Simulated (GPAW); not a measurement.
# A Pb chain with one bond drawn out: a series of junctions

How does transport respond as one structural variable is stepped? The junctions: a Pb chain with one bond drawn out.

Method: GPAW LCAO, PAW setups; Landauer transmission from Green's functions with principal layers (ASE), zero bias, in GPAW 26.7.0.

Report form: the programs' logs are mostly left out.

### 1. The starting structure

The cell holds 10 atoms: 10 Pb. Cell: a = 9.000 Å, b = 9.000 Å, c = 29.200 Å, α = 90.0°, β = 90.0°, γ = 90.0°. Regions: left lead, 5 atoms (5 Pb); right lead, 5 atoms (5 Pb). Vacuum lies along a and b. The structure is stacked along c, and the current runs across the ab planes.

Structure file:

```cif
data_structure
_symmetry_space_group_name_H-M 'P 1'
_symmetry_Int_Tables_number 1
_cell_length_a 9.0000
_cell_length_b 9.0000
_cell_length_c 29.2000
_cell_angle_alpha 90.000
_cell_angle_beta 90.000
_cell_angle_gamma 90.000
_cell_volume 2365.20
loop_
_atom_site_label
_atom_site_type_symbol
_atom_site_fract_x
_atom_site_fract_y
_atom_site_fract_z
_atom_site_occupancy
Pb1 Pb 0.50000 0.50000 0.04966 1
Pb2 Pb 0.50000 0.50000 0.14897 1
Pb3 Pb 0.50000 0.50000 0.24829 1
Pb4 Pb 0.50000 0.50000 0.34760 1
Pb5 Pb 0.50000 0.50000 0.44692 1
Pb6 Pb 0.50000 0.50000 0.55308 1
Pb7 Pb 0.50000 0.50000 0.65240 1
Pb8 Pb 0.50000 0.50000 0.75171 1
Pb9 Pb 0.50000 0.50000 0.85103 1
Pb10 Pb 0.50000 0.50000 0.95034 1
```

### 2. Member of the series, stretch 0.2 Å

The structure changes from member to member while basis and functional stay, so that the trend is less open to errors of the level than any single value.

Input file run.py:

```python
import json
import numpy as np
from ase import Atoms
from ase.transport.calculators import TransportCalculator
from gpaw import GPAW, FermiDirac
from gpaw.lcao.tools import get_lcao_hamiltonian
from scipy.linalg import eigh

# The junction with lead layers at both ends, along the third cell vector
device = Atoms(
    ['Pb', 'Pb', 'Pb', 'Pb', 'Pb', 'Pb', 'Pb', 'Pb', 'Pb', 'Pb'],
    positions=[
        [4.50000, 4.50000, 1.45000],
        [4.50000, 4.50000, 4.35000],
        [4.50000, 4.50000, 7.25000],
        [4.50000, 4.50000, 10.15000],
        [4.50000, 4.50000, 13.05000],
        [4.50000, 4.50000, 16.15000],
        [4.50000, 4.50000, 19.05000],
        [4.50000, 4.50000, 21.95000],
        [4.50000, 4.50000, 24.85000],
        [4.50000, 4.50000, 27.75000]],
    cell=[[9.0, 0.0, 0.0], [0.0, 9.0, 0.0], [0.0, 0.0, 29.2]],
    pbc=True)

# One principal layer of the lead: the first 3 atoms of the device
lead = Atoms(
    ['Pb', 'Pb', 'Pb'],
    positions=[
        [4.50000, 4.50000, 1.45000],
        [4.50000, 4.50000, 4.35000],
        [4.50000, 4.50000, 7.25000]],
    cell=[[9.0, 0.0, 0.0], [0.0, 9.0, 0.0], [0.0, 0.0, 8.7]],
    pbc=True)

settings = dict(mode='lcao', basis='dzp', xc='PBE', h=0.2,
                occupations=FermiDirac(0.1), maxiter=250,
                mixer=dict(beta=0.1, nmaxold=8, weight=100.0),
                convergence=dict(density=0.0001))
energies = np.arange(-3, 3 + 1e-9, 0.075)
eta = 0.0001
n1, n2 = 1, 1
# k and -k transmit alike, so half of the mesh across the current serves
mesh = [(i, j) for i in range(n1) for j in range(n2) if (i, j) <= (-i % n1, -j % n2)]
weights = np.array([1 if (i, j) == (-i % n1, -j % n2) else 2 for i, j in mesh]) / (n1 * n2)

# [... helper functions left out ...]
fermi_lead = ground_state(lead, (1, 1, 13), 'lead.txt')
fermi_device = ground_state(device, (1, 1, 3), 'device.txt')
# [... loop over the mesh left out, but for ...]
        # Shift the lead onto the potential of the device's first layer
        shift = ((H[:, 0, 0] - H0[:, 0, 0]) / S0[0, 0]).real.mean()
# [...]
kT = 8.617333e-5 * 200
bias = [0.1, 0.2, 0.5, 1.0, 1.5, 2.0]
# [... integrals and printing left out ...]
```

Command:

```bash
$ OMP_NUM_THREADS=1 OPENBLAS_NUM_THREADS=1 python run.py
```

The job ended after 67 s (1 thread of Arm Neoverse N1, shared host; peak memory 0.99 GiB).

Numbers from this step:

```yaml
conductance: 2.937 G₀
largest_coupling_past_the_next_principal_layer: 2.76e-8 eV
largest_misfit_of_the_first_principal_layer: 0.02922 eV
shift_that_aligns_the_lead: 0.03509 eV
basis_functions_of_the_junction: 230
basis_functions_of_a_principal_layer: 69
transmission_at_the_fermi_level_one_spin: 2.934
```

One spin. Transmission, zone mean against energy, zero at the Fermi level:

```csv
energy (eV),"transmission, zone mean"
-3.0000,1.3e-11
-2.7750,8.8e-11
-2.4750,2.8e-8
-2.2500,0.931
-2.0250,0.969
-1.7250,0.981
-1.5000,0.984
-1.2750,0.986
-0.9750,0.987
-0.7500,0.987
-0.5250,2.67
-0.2250,2.93
-0.0750,2.96
0.0000,2.93
0.2250,2.93
0.5250,2.90
0.7500,2.87
0.9750,2.86
1.2750,2.86
1.5000,2.89
1.7250,2.85
2.0250,2.82
2.2500,2.81
2.4750,2.79
2.7750,2.24
3.0000,0.986
```

Not self-consistent under bias; the bias window is split evenly. Table of current through one cell, from the zero-bias transmission by bias:

```
bias (V)  current through one cell, from the zero-bias transmission (μA)
   0.100                                                            22.8
   0.200                                                            45.5
   0.500                                                             114
   1.000                                                             226
   1.500                                                             317
   2.000                                                             392
```

Table of transmission of the three most open eigenchannels by energy, zero at the Fermi level:

| energy (eV) | channel 1 | channel 2 | channel 3 |
| --- | --- | --- | --- |
| -3.00 | 6.3e-12 | 6.3e-12 | 0 |
| -2.85 | 3.5e-11 | 6.3e-12 | 0 |
| -2.70 | 2.1e-10 | 4.7e-12 | 0 |
| -2.55 | 2.9e-9 | 3.9e-12 | 0 |
| -2.33 | 0.877 | 3.2e-12 | 0 |
| -2.17 | 0.952 | 3.1e-12 | 0 |
| -2.02 | 0.969 | 3.0e-12 | 0 |
| -1.88 | 0.977 | 2.9e-12 | 0 |
| -1.73 | 0.981 | 2.7e-12 | 0 |
| -1.57 | 0.983 | 2.6e-12 | 0 |
| -1.35 | 0.985 | 2.5e-12 | 0 |
| -1.20 | 0.986 | 2.4e-12 | 0 |
| -1.05 | 0.986 | 2.2e-12 | 0 |
| -0.90 | 0.987 | 2.1e-12 | 0 |
| -0.75 | 0.987 | 9.2e-11 | 9.2e-11 |
| -0.60 | 0.988 | 0.768 | 0.768 |
| -0.38 | 0.988 | 0.957 | 0.957 |
| -0.23 | 0.988 | 0.973 | 0.973 |
| -0.07 | 0.988 | 0.985 | 0.985 |
| 0.00 | 0.989 | 0.973 | 0.973 |
| 0.07 | 0.989 | 0.971 | 0.971 |
| 0.23 | 0.989 | 0.970 | 0.970 |
| 0.38 | 0.989 | 0.966 | 0.966 |
| 0.60 | 0.989 | 0.952 | 0.952 |
| 0.75 | 0.989 | 0.943 | 0.943 |
| 0.90 | 0.990 | 0.937 | 0.937 |
| 1.05 | 0.990 | 0.935 | 0.935 |
| 1.20 | 0.989 | 0.937 | 0.937 |
| 1.35 | 0.989 | 0.938 | 0.938 |
| 1.57 | 0.989 | 0.938 | 0.938 |
| 1.73 | 0.989 | 0.931 | 0.931 |
| 1.88 | 0.988 | 0.924 | 0.924 |
| 2.02 | 0.988 | 0.918 | 0.918 |
| 2.17 | 0.988 | 0.915 | 0.915 |
| 2.33 | 0.987 | 0.912 | 0.912 |
| 2.55 | 0.987 | 0.882 | 0.882 |
| 2.70 | 0.987 | 0.776 | 0.776 |
| 2.85 | 0.986 | 0.316 | 0.316 |
| 3.00 | 0.986 | 4.0e-10 | 4.0e-10 |

Couplings past the next layer reach 2.8e-8 eV, small enough to drop; the matrix elements of the cell's first layer differ from the bulk lead's by up to 0.029 eV. That layer keeps its own values in the calculation, and only beyond it is the lead taken as perfect. The Fermi levels of lead and junction count from different zeros of potential, one for each periodic cell; with both set to zero, the small remaining shift is what aligns them. Without spin-orbit coupling, which is large for these atoms, channel counts and T are those of the scalar-relativistic bands. By hand: G = 2.937 × 77.48 μS = 228 μS, a resistance of 4.39 kΩ; at 0.1 V a linear junction would pass 22.8 μA, and the integral over the bias window gives 22.8 μA.

### 3. Junction: stretch = 0.5

The cell differs from the one that the last finished run ended in (c 29.200 → 29.500 Å).

run.py: that of step 2 with these lines changed.

```diff
@@ -17,8 +17,8 @@
         [4.50000, 4.50000, 13.05000],
-        [4.50000, 4.50000, 16.15000],
-        [4.50000, 4.50000, 19.05000],
-        [4.50000, 4.50000, 21.95000],
-        [4.50000, 4.50000, 24.85000],
-        [4.50000, 4.50000, 27.75000]],
-    cell=[[9.0, 0.0, 0.0], [0.0, 9.0, 0.0], [0.0, 0.0, 29.2]],
+        [4.50000, 4.50000, 16.45000],
+        [4.50000, 4.50000, 19.35000],
+        [4.50000, 4.50000, 22.25000],
+        [4.50000, 4.50000, 25.15000],
+        [4.50000, 4.50000, 28.05000]],
+    cell=[[9.0, 0.0, 0.0], [0.0, 9.0, 0.0], [0.0, 0.0, 29.5]],
     pbc=True)
```

Elapsed: 67 s, on 1 thread; peak memory 1 GiB.

Numbers from this step:

```
conductance                                             : 2.635 G₀
thermopower                                             : 1.530 μV/K
largest misfit of the first principal layer             : 0.05101 eV
shift that aligns the lead                              : 0.04197 eV
transmission at the Fermi level (one spin)              : 2.620
open channels of the lead at the Fermi level (one spin) : 3
```

One spin. Table of transmission, zone mean by energy, zero at the Fermi level:

energy (eV), transmission, zone mean and a bar:
```
  -3.0000       0.00 
  -2.7750       0.00 
  -2.4750       0.00 
  -2.2500       0.62 #######
  -2.0250       0.78 #########
  -1.7250       0.85 #########
  -1.5000       0.87 ##########
  -1.2750       0.89 ##########
  -0.9750       0.90 ##########
  -0.7500       0.91 ##########
  -0.5250       1.77 ###################
  -0.2250       2.58 ############################
  -0.0750       2.74 ##############################
   0.0000       2.62 #############################
   0.2250       2.57 ############################
   0.5250       2.44 ###########################
   0.7500       2.34 ##########################
   0.9750       2.29 #########################
   1.2750       2.29 #########################
   1.5000       2.38 ##########################
   1.7250       2.26 #########################
   2.0250       2.21 ########################
   2.2500       2.18 ########################
   2.4750       2.07 #######################
   2.7750       1.36 ###############
   3.0000       0.92 ##########
```

Crossings of the lead's bands, unfolded to its shortest repeat. Open channels, zone mean against energy, zero at the Fermi level:

energy (eV), open channels, zone mean and a bar:
```
    -3.00       0.00 
    -2.85       0.00 
    -2.70       0.00 
    -2.55       0.00 
    -2.33       1.00 ##########
    -2.17       1.00 ##########
    -2.02       1.00 ##########
    -1.88       1.00 ##########
    -1.73       1.00 ##########
    -1.57       1.00 ##########
    -1.35       1.00 ##########
    -1.20       1.00 ##########
    -1.05       1.00 ##########
    -0.90       1.00 ##########
    -0.75       1.00 ##########
    -0.60       3.00 ##############################
    -0.38       3.00 ##############################
    -0.23       3.00 ##############################
    -0.07       3.00 ##############################
     0.00       3.00 ##############################
     0.07       3.00 ##############################
     0.23       3.00 ##############################
     0.38       3.00 ##############################
     0.60       3.00 ##############################
     0.75       3.00 ##############################
     0.90       3.00 ##############################
     1.05       3.00 ##############################
     1.20       3.00 ##############################
     1.35       3.00 ##############################
     1.57       3.00 ##############################
     1.73       3.00 ##############################
     1.88       3.00 ##############################
     2.02       3.00 ##############################
     2.17       3.00 ##############################
     2.33       3.00 ##############################
     2.55       3.00 ##############################
     2.70       3.00 ##############################
     2.85       3.00 ##############################
     3.00       1.00 ##########
```

Not self-consistent under bias; the bias window is split evenly. The current through one cell, from the zero-bias transmission by bias:

| bias (V) | current through one cell, from the zero-bias transmission (μA) |
| --- | --- |
| 0.100 | 20.5 |
| 0.200 | 41.0 |
| 0.500 | 101 |
| 1.000 | 194 |
| 1.500 | 266 |
| 2.000 | 329 |

The transmission of the three most open eigenchannels by energy, zero at the Fermi level:

| energy (eV) | channel 1 | channel 2 | channel 3 |
| --- | --- | --- | --- |
| -2.4750 | 8.6e-9 | 4.9e-12 | 0 |
| -2.2500 | 0.616 | 4.2e-12 | 0 |
| -2.0250 | 0.783 | 4.0e-12 | 0 |
| -1.7250 | 0.851 | 3.8e-12 | 0 |
| -1.5000 | 0.875 | 3.6e-12 | 0 |
| -1.2750 | 0.889 | 3.4e-12 | 0 |
| -0.9750 | 0.903 | 3.1e-12 | 0 |
| -0.7500 | 0.910 | 2.5e-11 | 2.5e-11 |
| -0.5250 | 0.916 | 0.425 | 0.425 |
| -0.2250 | 0.922 | 0.831 | 0.831 |
| 0.0000 | 0.925 | 0.847 | 0.847 |
| 0.2250 | 0.927 | 0.819 | 0.819 |
| 0.5250 | 0.929 | 0.754 | 0.754 |
| 0.7500 | 0.928 | 0.705 | 0.705 |
| 0.9750 | 0.930 | 0.682 | 0.682 |
| 1.2750 | 0.928 | 0.682 | 0.682 |
| 1.5000 | 0.927 | 0.728 | 0.728 |
| 1.7250 | 0.925 | 0.667 | 0.667 |
| 2.0250 | 0.923 | 0.645 | 0.645 |
| 2.2500 | 0.921 | 0.630 | 0.630 |
| 2.4750 | 0.920 | 0.573 | 0.573 |
| 2.7750 | 0.919 | 0.219 | 0.219 |
| 3.0000 | 0.918 | 1.8e-10 | 1.8e-10 |

The conductance, 2.64 G₀, lies 10 % below that of the member before.

### 4. Junction: stretch = 0.8

The cell differs from the one that the last finished run ended in (c 29.500 → 29.800 Å).

run.py: that of step 3 with these lines changed.

```diff
@@ -17,8 +17,8 @@
         [4.50000, 4.50000, 13.05000],
-        [4.50000, 4.50000, 16.45000],
-        [4.50000, 4.50000, 19.35000],
-        [4.50000, 4.50000, 22.25000],
-        [4.50000, 4.50000, 25.15000],
-        [4.50000, 4.50000, 28.05000]],
-    cell=[[9.0, 0.0, 0.0], [0.0, 9.0, 0.0], [0.0, 0.0, 29.5]],
+        [4.50000, 4.50000, 16.75000],
+        [4.50000, 4.50000, 19.65000],
+        [4.50000, 4.50000, 22.55000],
+        [4.50000, 4.50000, 25.45000],
+        [4.50000, 4.50000, 28.35000]],
+    cell=[[9.0, 0.0, 0.0], [0.0, 9.0, 0.0], [0.0, 0.0, 29.8]],
     pbc=True)
```

Wall time 68 s (1 thread); peak memory 1 GiB.

One spin. The transmission, zone mean by energy, zero at the Fermi level:

energy (eV), transmission, zone mean and a bar:
```
    -3.00       0.00 
    -2.77       0.00 
    -2.55       0.00 
    -2.40       0.00 
    -2.17       0.39 ####
    -1.95       0.54 ######
    -1.73       0.62 #######
    -1.57       0.65 #######
    -1.35       0.69 #######
    -1.12       0.72 ########
    -0.90       0.74 ########
    -0.75       0.76 ########
    -0.53       1.13 ############
    -0.30       1.85 ####################
    -0.07       2.78 ##############################
     0.00       2.08 ######################
     0.07       2.06 ######################
     0.30       1.94 #####################
     0.53       1.80 ###################
     0.75       1.68 ##################
     0.90       1.65 ##################
     1.12       1.64 ##################
     1.35       1.64 ##################
     1.57       1.64 ##################
     1.73       1.62 #################
     1.95       1.60 #################
     2.17       1.58 #################
     2.40       1.51 ################
     2.55       1.37 ###############
     2.77       0.99 ###########
     3.00       0.81 #########
```

The conductance, 2.18 G₀, lies 17 % below that of the member before.

### 5. Junction: stretch = 1.2

The cell differs from the one that the last finished run ended in (c 29.800 → 30.200 Å).

run.py: that of step 4 with these lines changed.

```diff
@@ -17,8 +17,8 @@
         [4.50000, 4.50000, 13.05000],
-        [4.50000, 4.50000, 16.75000],
-        [4.50000, 4.50000, 19.65000],
-        [4.50000, 4.50000, 22.55000],
-        [4.50000, 4.50000, 25.45000],
-        [4.50000, 4.50000, 28.35000]],
-    cell=[[9.0, 0.0, 0.0], [0.0, 9.0, 0.0], [0.0, 0.0, 29.8]],
+        [4.50000, 4.50000, 17.15000],
+        [4.50000, 4.50000, 20.05000],
+        [4.50000, 4.50000, 22.95000],
+        [4.50000, 4.50000, 25.85000],
+        [4.50000, 4.50000, 28.75000]],
+    cell=[[9.0, 0.0, 0.0], [0.0, 9.0, 0.0], [0.0, 0.0, 30.2]],
     pbc=True)
```

It took 69 s on 1 thread; peak memory 1 GiB.

One spin. Table of transmission, zone mean by energy, zero at the Fermi level:

energy (eV), transmission, zone mean and a bar:
```
    -3.00       0.00 
    -2.85       0.00 
    -2.70       0.00 
    -2.55       0.00 
    -2.33       0.05 #
    -2.17       0.15 ###
    -2.02       0.22 #####
    -1.88       0.27 ######
    -1.73       0.31 #######
    -1.57       0.35 ########
    -1.35       0.39 #########
    -1.20       0.42 ##########
    -1.05       0.45 ##########
    -0.90       0.47 ###########
    -0.75       0.49 ############
    -0.60       0.61 ##############
    -0.38       0.86 ####################
    -0.23       1.16 ###########################
    -0.15       1.24 #############################
    -0.07       1.13 ##########################
     0.00       1.28 ##############################
     0.07       1.26 #############################
     0.23       1.19 ############################
     0.38       1.12 ##########################
     0.60       1.03 ########################
     0.75       0.99 #######################
     0.90       0.98 #######################
     1.05       0.98 #######################
     1.20       0.98 #######################
     1.35       0.99 #######################
     1.57       0.99 #######################
     1.73       0.99 #######################
     1.88       0.99 #######################
     2.02       0.98 #######################
     2.17       0.98 #######################
     2.33       0.97 #######################
     2.55       0.88 #####################
     2.70       0.77 ##################
     2.85       0.67 ################
     3.00       0.65 ###############
```

The conductance, 1.25 G₀, lies 42 % below that of the member before.

### 6. Junction: stretch = 1.6

The cell differs from the one that the last finished run ended in (c 30.200 → 30.600 Å).

run.py: that of step 5 with these lines changed.

```diff
@@ -17,8 +17,8 @@
         [4.50000, 4.50000, 13.05000],
-        [4.50000, 4.50000, 17.15000],
-        [4.50000, 4.50000, 20.05000],
-        [4.50000, 4.50000, 22.95000],
-        [4.50000, 4.50000, 25.85000],
-        [4.50000, 4.50000, 28.75000]],
-    cell=[[9.0, 0.0, 0.0], [0.0, 9.0, 0.0], [0.0, 0.0, 30.2]],
+        [4.50000, 4.50000, 17.55000],
+        [4.50000, 4.50000, 20.45000],
+        [4.50000, 4.50000, 23.35000],
+        [4.50000, 4.50000, 26.25000],
+        [4.50000, 4.50000, 29.15000]],
+    cell=[[9.0, 0.0, 0.0], [0.0, 9.0, 0.0], [0.0, 0.0, 30.6]],
     pbc=True)
```

It took 80 s on 1 thread; peak memory 1 GiB.

One spin. Table of transmission, zone mean by energy, zero at the Fermi level:

| energy (eV) | transmission, zone mean |
| --- | --- |
| -3.00 | 1.4e-12 |
| -2.77 | 2.8e-12 |
| -2.55 | 4.7e-11 |
| -2.40 | 1.4e-8 |
| -2.17 | 0.0536 |
| -1.95 | 0.0971 |
| -1.73 | 0.133 |
| -1.57 | 0.156 |
| -1.35 | 0.187 |
| -1.12 | 0.218 |
| -0.90 | 0.247 |
| -0.75 | 0.266 |
| -0.53 | 0.331 |
| -0.30 | 0.507 |
| -0.07 | 0.619 |
| 0.00 | 0.668 |
| 0.07 | 0.658 |
| 0.30 | 0.614 |
| 0.53 | 0.574 |
| 0.75 | 0.554 |
| 0.90 | 0.559 |
| 1.12 | 0.563 |
| 1.35 | 0.575 |
| 1.57 | 0.586 |
| 1.73 | 0.590 |
| 1.95 | 0.598 |
| 2.17 | 0.608 |
| 2.25 | 0.610 |
| 2.40 | 0.603 |
| 2.55 | 0.576 |
| 2.77 | 0.519 |
| 3.00 | 0.508 |

The conductance, 0.659 G₀, lies 47 % below that of the member before.

[end of part 1 of 2]

[Logs are printed without paths, hosts, clocks, repeated set-up lines and the standing remarks that a program may print on its own settings, such as how far it seeks lower states.]

[Hosts, paths, dates, database ids (printed as entryN), source tags and the programs' standing remarks are cut or masked in the printed files.]
